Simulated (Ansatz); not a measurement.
# V5Ge: relaxing a made-up structure, part 2 of 2

Starting from a made-up structure for V5Ge, the aim is the relaxed cell, its shortest contacts and, where a second run follows, its electronic structure.

Ansatz 0.2.0; DFT, PBE, plane-wave PAW, files of the set soft_1, scalar-relativistic, ferromagnetic start, cell and ions relaxed at zero pressure; PAW set soft_1 (the session's first sound run).

So far: The starting structure; Relaxation of the guess. The relaxed cell has a = 4.780, c = 12.642 Å (conventional setting).

## (3) Bands of the relaxed cell

With the geometry fixed, one more self-consistent run, with a narrower smearing and the mesh shown in its input, gives the bands, and its pressure, and its forces where symmetry allows any, show how far the geometry depends on these settings.

This step: DFT, PBE, plane-wave PAW, files of the set soft_1, scalar-relativistic, no spin, bands and density of states at the relaxed cell; PAW set soft_1 (Ansatz 0.2.0).

input.yaml reads:

```yaml
crystal:
  lattice:
    - [2.3900385051, 1.3798893745, 4.2140907243]
    - [-2.3900385051, 1.3798893745, 4.2140907243]
    - [0.0, -2.7597787484, 4.2140907245]
  atoms:
    - { symbol: Ge, position: [0.5, 0.5, 0.5] }
    - { symbol: V, position: [0.5000012173, 0.0, 0.4999987827] }
    - { symbol: V, position: [0.8745223428, 0.8745223428, 0.8745223428] }
    - { symbol: V, position: [0.0, 0.4999987827, 0.5000012173] }
    - { symbol: V, position: [0.4999987827, 0.5000012173, 0.0] }
    - { symbol: V, position: [0.1254776572, 0.1254776572, 0.1254776572] }
kpoints:
  mp_grid: { grid: [8, 8, 8] }
  band_path:
    path:
      - [[0.0, 0.0, 0.0], [0.5, 0.0, 0.0], [0.5, 0.23814749, -0.23814749]]
      - [[0.76185251, 0.5, 0.23814749], [0.5, 0.5, 0.5], [0.0, 0.0, 0.0], [0.36907374, 0.0, -0.36907374]]
      - [[0.63092626, 0.36907374, 0.0], [0.5, 0.5, 0.0], [0.63092626, 0.63092626, 0.23814749], [0.5, 0.5, 0.5]]
      - [[0.5, 0.0, 0.0], [0.76185251, 0.36907374, 0.36907374]]
    npoints: 8
scf:
  occupations: { method: fermi_dirac, width: 0.03 }
  n_extra_bands: 10
hamiltonian:
  xc: pbe
  pseudopotentials: { kind: paw, azcp: { folder: soft_1 } }
output:
  forces: true
  stress: true
  write_bands: true
  dos: { projected: true }
  write_density: true
  write_potential: true
  elf: true
  volumetric_format: npy
```

Run with:

```bash
$ ansatz run input.yaml --threads 4 --pin off --max-ram 10240MiB --backend cpu --events-out ev --progress --plain --runs-dir out
```

Numbers of over 12 decimals in the logs are rounded to 6 here.

Output:

```text
Warning: the atoms were moved onto the symmetric positions of the space group found under crystal.symmetry.tolerance 1.0e-5 (fractional; no operation is sought that the atoms, as they stand in a round, miss by more than twice it, and no atom is moved by as much as it), and the run uses the moved positions. Before a round's move an operation carried an atom to 1.16e-5 Å from where it should land, the largest such dist [...]
[...]
Crystal: 6 atoms, lattice volume = 83.388 Å³
Basis set: ecut = 420 eV, 1629 PW (Γ), exchange–correlation on 72×72×72 points (8 copies of the dense FFT grid, shifted against one another)
Bands: 50, of which v1, the nominal top of the filled ones, is band 40 counted from 1 (39 counted from 0)
Symmetry: 12 space group operations
[...]
k-points: 65 of 512
[...]
SCF iter   1: F=—  HF=-18860.994127 eV  |F-HF|=—  |Δ(HF+E_count)|=         —  Δρ=1.52e-1  dr2=4.14e1  ethr=3.10e-3  ⟨swp⟩=4.7  Hψ=9887  notcnv=0
[...]
SCF iter  10: F=-18857.376247 eV  HF=-18857.376247 eV  |F-HF|=1.95e-8  |Δ(HF+E_count)|=   1.50e-7  Δρ=5.40e-6  dr2=2.51e-8  ethr=1.27e-10  ⟨swp⟩=11.7  Hψ=19258  notcnv=0
SCF 1 converged in 10 iterations: F = -18857.376247 eV  dr2 = 2.51e-8
[...]
NSCF: frozen V_eff on 76 k-points
SCF converged after 10 iterations
Free energy (F): -18857.376247 eV
[...]
Internal energy: -18857.361048 eV  (E = F + TS)
E sigma→0 (E₀):  -18857.368647 eV
Entropy (-TS):   -0.015199 eV (-2.533 meV/atom)
Fermi energy:    16.059972 eV
[...]
--- Forces (eV/Å), atoms counted from 1 ---
  atom   1  Ge    -0.00000000     0.00000000    -0.00000000
  atom   2  V     -0.00000000     0.00000000     0.00000000
  atom   3  V      0.00000000     0.00000000     0.01051032
  atom   4  V     -0.00000000    -0.00000000     0.00000000
  atom   5  V      0.00000000    -0.00000000    -0.00000000
  atom   6  V     -0.00000000    -0.00000000    -0.01051032
  max |Σ_I F_I| component: 4.63e-18 eV/Å
--- Stress (GPa, compression-positive) ---
        0.086514      -0.000000       0.000000
       -0.000000       0.086514      -0.000000
        0.000000      -0.000000      -0.090120
  P = ⅓ Tr σ = 0.0276 GPa (0.276 kbar)
--- Band table (eV; the first three rows and the last of 65) ---
  k-point 0: bands = [... 36 lower, 15.5391, 15.5391, 15.6186, 15.6186, 16.5912, 17.0140, 17.4096, 17.4096, ... 6 higher]
  k-point 1: bands = [... 36 lower, 15.4946, 15.5489, 15.6396, 15.6542, 16.4888, 17.0210, 17.3343, 17.3636, ... 6 higher]
  k-point 2: bands = [... 36 lower, 15.4216, 15.4230, 15.7766, 15.8898, 16.2843, 17.0252, 17.1525, 17.1692, ... 6 higher]
  k-point 64: bands = [... 36 lower, 15.4654, 15.4654, 15.9651, 16.6317, 16.6317, 17.4702, 17.8805, 17.8805, ... 6 higher]
```

The job ended after 9.1 s (4 threads of Arm Neoverse V1, shared host; peak memory 0.59 GiB; 35 s of CPU time).

This step gave:

| Quantity | Value |
| --- | --- |
| free energy | -18857.3762 eV |
| energy at zero smearing | -18857.3686 eV |
| smearing term TS | 0.01520 eV |
| symmetry operations | 12 |
| pressure | 0.02764 GPa |

bands.tsv at the labelled points (eV, zero at the Fermi level; the bands that come nearest the Fermi level along the path):

| point | band 36 | band 37 | band 38 | band 39 | band 40 | band 41 | band 42 | band 43 |
| --- | --- | --- | --- | --- | --- | --- | --- | --- |
| Γ | -1.36 | -0.52 | -0.52 | -0.44 | -0.44 | 0.53 | 0.95 | 1.35 |
| L | -0.88 | -0.49 | -0.35 | -0.27 | 0.23 | 0.44 | 0.62 | 0.82 |
| B1 | -0.80 | -0.77 | -0.47 | -0.30 | -0.13 | -0.12 | 0.96 | 1.00 |
| B | -0.80 | -0.77 | -0.47 | -0.30 | -0.13 | -0.12 | 0.96 | 1.00 |
| Z | -1.23 | -0.59 | -0.59 | -0.09 | 0.57 | 0.57 | 1.41 | 1.82 |
| Γ | -1.36 | -0.52 | -0.52 | -0.44 | -0.44 | 0.53 | 0.95 | 1.35 |
| X | -0.80 | -0.73 | -0.58 | -0.48 | -0.37 | 0.09 | 0.91 | 1.02 |
| Q | -0.80 | -0.73 | -0.58 | -0.48 | -0.37 | 0.09 | 0.91 | 1.02 |
| F | -0.88 | -0.72 | -0.66 | -0.20 | -0.09 | 0.20 | 0.85 | 1.20 |
| P1 | -1.00 | -0.62 | -0.44 | -0.04 | 0.05 | 0.18 | 0.97 | 1.05 |
| Z | -1.23 | -0.59 | -0.59 | -0.09 | 0.57 | 0.57 | 1.41 | 1.82 |
| L | -0.88 | -0.49 | -0.35 | -0.27 | 0.23 | 0.44 | 0.62 | 0.82 |
| P | -1.00 | -0.62 | -0.44 | -0.04 | 0.05 | 0.18 | 0.97 | 1.05 |

States per cell as run, both spins, in windows of 1 eV, from dos.tsv (zero at the Fermi level):

```
from  to  total
  -8  -7   0.00
  -7  -6   0.00
  -6  -5   0.59
  -5  -4   2.43
  -4  -3   2.94
  -3  -2   3.94
  -2  -1   8.73
  -1   0   8.40
   0   1   5.14
   1   2   9.10
```

A further 52.0 states lie below the table's range.

Electrostatic potential energy in the ac plane of the conventional cell at fractional y = 0.000, with atoms of Ge and V within 0.2 Å of it. With pseudopotentials it is smooth inside the atoms' cores, unlike the true potential.

Ten even steps from '_' (-24 eV) to '@' (18 eV), each cell a mean:
```
@@@@@@@@##..______==%%@@@@@@
::==##@@@@##++==**%%@@%%++::
____--%%@@@@@@@@@@@@@@**____
____==%%@@@@@@@@@@@@@@##..__
==**%%@@@@@@@@@@@@@@@@@@##++
@@@@@@@@@@@@@@@@@@@@@@@@@@@@
@@@@%%####%%@@@@@@%%####%%@@
%%##==::::**@@@@%%==::::**%%
%%%%++--==##@@@@%%++--==**%%
%%%%%%%%%%@@@@@@@@%%%%%%%%%%
==++##@@@@@@@@@@@@@@@@%%**++
++==++%%@@@@@@@@@@@@@@**==++
++==++%%@@@@@@@@@@@@@@##====
****%%@@@@@@@@@@@@@@@@%%##**
@@%%######%%@@@@@@%%####%%%%
%%##==::::**@@@@%%==::::**%%
@@%%++--==##@@@@%%++--==##%%
@@@@@@%%%%@@@@@@@@%%%%%%@@@@
@@@@@@@@@@@@@@@@@@@@@@@@@@@@
::==##@@@@@@@@@@@@@@@@%%++::
____--%%@@@@@@@@@@@@@@**____
____==%%@@@@@@%%@@@@@@##..__
++**%%@@%%++::::==##@@@@##++
@@@@@@@@**________--%%@@@@@@
```
Columns run along a (4.8 Å; values clipped at the 3rd and 97th percentile), rows up along c (12.6 Å), edges of the conventional cell, whose origin can differ from the input's. Atoms in or near the plane, at fractional coordinates: Ge at (0.00, 0.50), V at (0.00, 0.87), V at (0.50, 0.00), V at (0.00, 0.13).

Valence density in the ac plane of the conventional cell at fractional y = 0.000, with atoms of Ge and V within 0.2 Å of it. It is the smooth field of the valence electrons, not physical close to the nuclei.

Ten steps, logarithmic in the rise over the least value, from '0' (0 e/Å³) to '9' (28 e/Å³), each cell a mean:
```
00001477620000
43100122100024
86300000000157
76200000000147
21000000000012
00000000000000
00111000001100
11233100123321
11232100023311
11100000000111
42100000000113
97200000000149
85200000000137
21100000000012
11111000001111
11243100123321
01232100023211
00000000000000
00000000000000
43100000000024
86300000000157
76200000000147
21000244310012
00001578630000
```
Columns run along a (4.8 Å), rows up along c (12.6 Å), edges of the conventional cell, whose origin can differ from the input's. Atoms in or near the plane, at fractional coordinates: Ge at (0.00, 0.50), V at (0.00, 0.87), V at (0.50, 0.00), V at (0.00, 0.13).

ELF in the ac plane of the conventional cell at fractional y = 0.000, with atoms of Ge and V within 0.2 Å of it. It is the smooth field of the valence electrons, not physical close to the nuclei.

Ten even steps from '_' (0.16) to '@' (0.70), each cell a mean:
```
__..==::__==@@@@##..__----__
==::..::..__::::....::....--
@@%%--__--==------==..__**@@
@@##::__--==========..__++%%
......::====------==--......
------------====------------
++::________--==::______..==
==..::==::__..--__..====..::
==..::--::__::--__..----..--
##++::..__::==++--......--**
==++++++============++++++==
--..==**++--------==**++::__
..::==**++==------==**++--..
****++==--==++++==----==++**
**--..____..--++::______::++
==..::==--__..--__..====..::
==....--::__::--__..--::..--
++--..____..====::..__..::==
..::--======------====--::..
==--__..====----====--__::==
@@%%--__--++====++==..__**@@
@@##::__--::....::--::__++%%
......::__..==++--__..::....
..--++::__**@@@@%%::__====::
```
Columns run along a (4.8 Å), rows up along c (12.6 Å), edges of the conventional cell, whose origin can differ from the input's. Atoms in or near the plane, at fractional coordinates: Ge at (0.00, 0.50), V at (0.00, 0.87), V at (0.50, 0.00), V at (0.00, 0.13).

## (4) Outcome

```
space group, relaxed : R-3m
conventional cell    : a = 4.780, b = 4.780, c = 12.642 Å; α = 90.0°, β = 90.0°, γ = 120.0°
volume per atom      : 13.90 Å³ (guess 14.07)
total moment         : 0.00 μB in the cell of 6 atoms
```

What this shows: V5Ge relaxes to R-3m with a = 4.780, b = 4.780 and c = 12.642 Å. The guessed volume was near the relaxed one. The symmetry rose from R32 to R-3m, so the distortion of the structure type doesn't survive with these elements. The moments died out from this one start and weren't seeded again at the relaxed cell. Bands cross the Fermi level, so it is a metal or semimetal at this level. The electron count is odd, which forces that without spin polarisation or a larger cell. On the 8×8×8 mesh with the narrower smearing (relaxed on 7×7×7) the largest force component is 0.011 eV/Å and the largest stress component is 0.090 GPa, against the relaxation's thresholds of 0.015 eV/Å and 0.05 GPa. The cutoff wasn't tested. No dispersion term is used, so weakly bound directions may come out too long. Nothing here tests whether the compound is stable against decomposition.

[Logs are printed without paths, hosts, clocks, repeated set-up lines and the standing remarks that a program may print on its own settings, such as how far it seeks lower states.]

[Hosts, paths, dates, database ids (printed as entryN), source tags and the programs' standing remarks are cut or masked in the printed files.]
